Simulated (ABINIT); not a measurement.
# A GW chain in ABINIT: AlN (F-43m), part 3 of 3

How does a plane-wave GW calculation on AlN (F-43m) run from the first input to the gap?

ABINIT 10.8.3; PBE and many-body steps on it, plane waves. Known limits of the many-body steps: not at the basis limit; coarse k mesh.

So far. Step 4 (Empty states on the mesh, 4×4×4 mesh, 23 bands): On this mesh the gap is 3.325 eV. Step 5 (Screening, 4×4×4 mesh, 19 bands, screening to 108.8 eV): Local fields lower ε∞ by 8 %. On a Γ-centred mesh this coarse the value itself is usually too large, while a short band sum pulls it down.

### Step 6. Self-energy, 4×4×4 mesh, 19 bands, screening to 108.8 eV

The self-energy is evaluated for the states that the input lists, and the levels follow from it, in one-shot runs by the linearised quasiparticle equation.

This step: G0W0 on PBE, plane waves, norm-conserving pseudopotentials.

run.abi reads:

```
acell 3*1.0 Angstrom
rprim 
  -0.000000000000 2.183993559600 2.183993559600
  2.183993559600 -0.000000000000 2.183993559600
  2.183993559600 2.183993559600 -0.000000000000
ntypat 2
znucl 13 7
natom 2
typat 1 2
xred 
  0.000000000000 0.000000000000 0.000000000000
  0.750000000000 0.750000000000 0.750000000000
pp_dirpath "pseudos"
pseudos "Al.upf, N.upf"
ecut 36
ngkpt 4 4 4
nshiftk 1
shiftk 0 0 0
kptopt 1
chksymbreak 0
istwfk *1
occopt 1
irdwfk 1
optdriver 4
nband 19
gwcalctyp 0
ecutsigx 36
symsigma 1
nkptgw 2
kptgw 
  0.0000000000 0.0000000000 0.0000000000
  0.5000000000 0.5000000000 0.0000000000
bdgw 
  2 8
  3 6
ecuteps 4
irdscr 1
ppmodel 1
indata_prefix "in"
outdata_prefix "out"
tmpdata_prefix "tmp"
```

On the command line:

```console
> OMP_NUM_THREADS=1 mpirun -n 4 abinit run.abi > log
```

Numbers of over 12 decimals in the logs are rounded to 6 here.

What it wrote:

```text
.Version 10.8.3 of ABINIT. v10.8.2 released Aug 2026.

 Symmetries : space group F-4 3 m (#216); Bravais cF (face-center cubic)
[... echo of the input left out ...]
== DATASET  1 ==================================================================
-   mpi_nproc: 4, omp_nthreads: 1 (-1 if OMP is not activated)

--- !DatasetInfo
iteration_state: {dtset: 1, }
dimensions: {natom: 2, nkpt: 8, mband: 19, nsppol: 1, nspinor: 1, nspden: 1, mpw: 1475, }
cutoff_energies: {ecut:  36.0, pawecutdg:  -1.0, }
electrons: {nelect:   8.00000000E+00, charge:   0.00000000E+00, occopt:   1.00000000E+00, tsmear:   1.00000000E-02, }

 SIGMA: Calculation of the GW corrections

 Based on a program developped by R.W. Godby, V. Olevano, G. Onida, and L. Reining.
 Incorporated in ABINIT by V. Olevano, G.-M. Rignanese, and M. Torrent.
.Using double precision arithmetic ; gwpc =  8

[... cell and pseudopotentials left out ...]
--------------------------------------------------------------------------------

 ==== K-mesh for the wavefunctions ====
 Number of points in the irreducible wedge :     8
[... list of points left out ...]
 Together with 24 symmetry operations and time-reversal symmetry
 yields    64 points in the full Brillouin Zone.

 ==== Q-mesh for screening function ====
 Number of points in the irreducible wedge :     8
[... list of points left out ...]
 Together with 24 symmetry operations and time-reversal symmetry
 yields    64 points in the full Brillouin Zone.

 vcoul_init : cutoff-mode = AUXILIARY_FUNCTION
 q-points for optical limit:   1
     1)      0.000010    0.000020    0.000030
 setmesh: FFT mesh size selected  =    32x   32x   32
          total number of points  =        32768

 Number of electrons calculated from density =    8.0000; Expected =    8.0000
 average of density, n =  0.056900
 r_s =    1.6129
 omega_plasma =   23.0097 [eV]

 === KS Band Gaps ===
  >>>> For spin  1
   Minimum direct gap =   4.1921 [eV], located at k-point      :   0.0000  0.0000  0.0000
   Fundamental gap    =   3.3248 [eV], Top of valence bands at :   0.0000  0.0000  0.0000
                                       Bottom of conduction at :   0.5000  0.5000  0.0000
 SIGMA fundamental parameters:
 PLASMON POLE MODEL  1
 number of plane-waves for SigmaX                 1459
 number of plane-waves for SigmaC and W             59
 number of plane-waves for wavefunctions          1459
 number of bands                                    19
 number of independent spin polarizations            1
 number of spinorial components                      1
 number of k-points in IBZ                           8
 number of q-points in IBZ                           8
 number of symmetry operations                      24
 number of k-points in BZ                           64
 number of q-points in BZ                           64
 number of frequencies for dSigma/dE                 9
 frequency step for dSigma/dE [eV]                0.25
 number of omega for Sigma on real axis              0
 max omega for Sigma on real axis  [eV]           0.00
 zcut for avoiding poles [eV]                     0.10

 EPSILON^-1 parameters (SCR file):
 dimension of the eps^-1 matrix on file             59
 dimension of the eps^-1 matrix used                59
 number of plane-waves for wavefunctions          1459
 number of bands                                    19
 number of q-points in IBZ                           8
 number of frequencies                               2
 number of real frequencies                          1
 number of imag frequencies                          1

 matrix elements of self-energy operator (all in [eV])

 Perturbative Calculation

--- !SelfEnergy_ee
iteration_state: {dtset: 1, }
kpoint     : [   0.000,    0.000,    0.000, ]
spin       : 1
KS_gap     :    4.192
QP_gap     :    5.403
Delta_QP_KS:    1.211
data: !SigmaeeData |
     Band     E0 <VxcDFT>   SigX SigC(E0)      Z dSigC/dE  Sig(E)    E-E0       E
        2   5.159 -16.969 -21.026   3.831   0.792  -0.262 -17.148  -0.179   4.979
        3   5.159 -16.969 -21.026   3.831   0.792  -0.262 -17.148  -0.179   4.979
        4   5.159 -16.969 -21.026   3.831   0.792  -0.262 -17.148  -0.179   4.979
        5   9.351 -12.519  -7.849  -3.411   0.819  -0.221 -11.488   1.032  10.382
        6  17.748  -9.879  -4.051  -4.362   0.822  -0.216  -8.673   1.206  18.954
        7  17.748  -9.879  -4.051  -4.362   0.822  -0.216  -8.673   1.206  18.954
        8  17.748  -9.879  -4.051  -4.362   0.822  -0.216  -8.673   1.206  18.954

--- !SelfEnergy_ee
iteration_state: {dtset: 1, }
kpoint     : [   0.500,    0.500,    0.000, ]
spin       : 1
KS_gap     :    5.100
QP_gap     :    6.401
Delta_QP_KS:    1.300
data: !SigmaeeData |
     Band     E0 <VxcDFT>   SigX SigC(E0)      Z dSigC/dE  Sig(E)    E-E0       E
        3   3.383 -15.437 -20.140   3.995   0.787  -0.270 -15.994  -0.557   2.826
        4   3.383 -15.437 -20.140   3.995   0.787  -0.270 -15.994  -0.557   2.826
        5   8.483  -9.184  -4.869  -3.427   0.837  -0.194  -8.441   0.743   9.226
        6  13.810  -9.447  -4.311  -3.830   0.841  -0.189  -8.349   1.098  14.908

== END DATASET(S) ==============================================================
================================================================================

 -outvars: echo values of variables after computation  --------
           etotal      0.0000000000E+00
            nband          19
             nkpt           8
          spgroup         216
 [... the other variables as echoed above ...]

 Calculation completed.
```

It took 2.4 s on 4 MPI ranks of Intel Xeon 6975P-C (Granite Rapids), shared host; peak memory 0.1 GiB.

This step gave:

- G0W0 gap on the points computed: 4.247 eV
- starting gap on the mesh: 3.325 eV
- k of the valence top: 0, 0, 0
- k of the conduction bottom: 0.5, 0.5, 0
- Z at the valence top: 0.792
- Z at the conduction bottom: 0.837
- least direct G0W0 gap on the computed points: 5.403 eV

The gap on the mesh goes from 3.32 eV to 4.25 eV, a correction of +0.92 eV.

Limits: finite bands, cutoff and mesh; coarse k mesh. v1 is the top filled band, c1 the lowest empty one. The levels before and after the correction (eV, zero at the valence-band top of each column):

```csv
,conduction bottom,valence top
Kohn-Sham,3.32,0.00
G0W0,4.25,0.00
```

```csv
,level,energy (eV)
Kohn-Sham,Γ v3-v1,0.000
Kohn-Sham,Γ c1,4.192
Kohn-Sham,Γ c2-c4,12.589
Kohn-Sham,(0.5 0.5 0) v2-v1,-1.776
Kohn-Sham,(0.5 0.5 0) c1,3.325
Kohn-Sham,(0.5 0.5 0) c2,8.652
G0W0,Γ v3-v1,0.000
G0W0,Γ c1,5.403
G0W0,Γ c2-c4,13.975
G0W0,(0.5 0.5 0) v2-v1,-2.153
G0W0,(0.5 0.5 0) c1,4.247
G0W0,(0.5 0.5 0) c2,9.929
```

### Step 7. Where the time went

Times are wall times on 4 MPI ranks of Intel Xeon 6975P-C (Granite Rapids), shared host, good to a factor of about two.

```csv
step,time,share,memory (GiB)
ground state,4.8 s,28 %,0.29
bands along the symmetry lines,4.4 s,25 %,0.27
empty states on the mesh,2.9 s,16 %,0.07
screening,3 s,17 %,0.09
self-energy,2.4 s,14 %,0.1
```

### Step 8. Summary of results

| Property | Result |
| --- | --- |
| PBE gap | 3.32 eV, indirect |
| G0W0 gap on the mesh | 4.25 eV |
| GW settings | 4×4×4 mesh, 19 bands, screening to 108.8 eV, Godby-Needs plasmon pole |
| known limits | not at the basis limit; coarse k mesh |

In words: G0W0 moves the gap on the mesh from 3.32 eV to 4.25 eV (+0.92 eV), with Z of 0.79 and 0.84 at the edges. Local fields lower the RPA ε∞ on this mesh from 5.32 to 4.87; a Γ-centred mesh this coarse tends to raise both, most where the direct gap is narrow, while a short band sum lowers them. Only 2 of the mesh's irreducible points were corrected, so a valley elsewhere could overtake. Bands and cutoff are finite, so the gap is not at the basis limit. The miss can reach some tenths of an eV and take either sign; the mesh is an error of its own. In the G0W0 run levels were corrected at 2 k points alone, so a gap called «on the mesh» is the least over those, and an edge elsewhere would be missed. The 4×4×4 mesh is coarse for this cell, which bears on the long-range parts of exchange and screening.

[Paths, hosts, dates, memory and timing lines, banners, echoed tables and standing remarks are left out of the program output.]

[Logs are printed without paths, hosts, clocks, repeated set-up lines and the standing remarks that a program may print on its own settings, such as how far it seeks lower states.]

[Runs of the session that timed out or met a known fault of the program may be left out.]

[Hosts, paths, dates, database ids (printed as entryN), source tags and the programs' standing remarks are cut or masked in the printed files.]

[G0W0 gaps are taken among the corrected bands and points alone; a level outside them can change the order at an edge.]

[Where Ansatz stands beside ABINIT at settings called matched, ABINIT's density can come from a denser mesh and the files from another edition; pairs whose starting gaps differed by over 0.03 eV were left out, so agreement reads better than it is.]
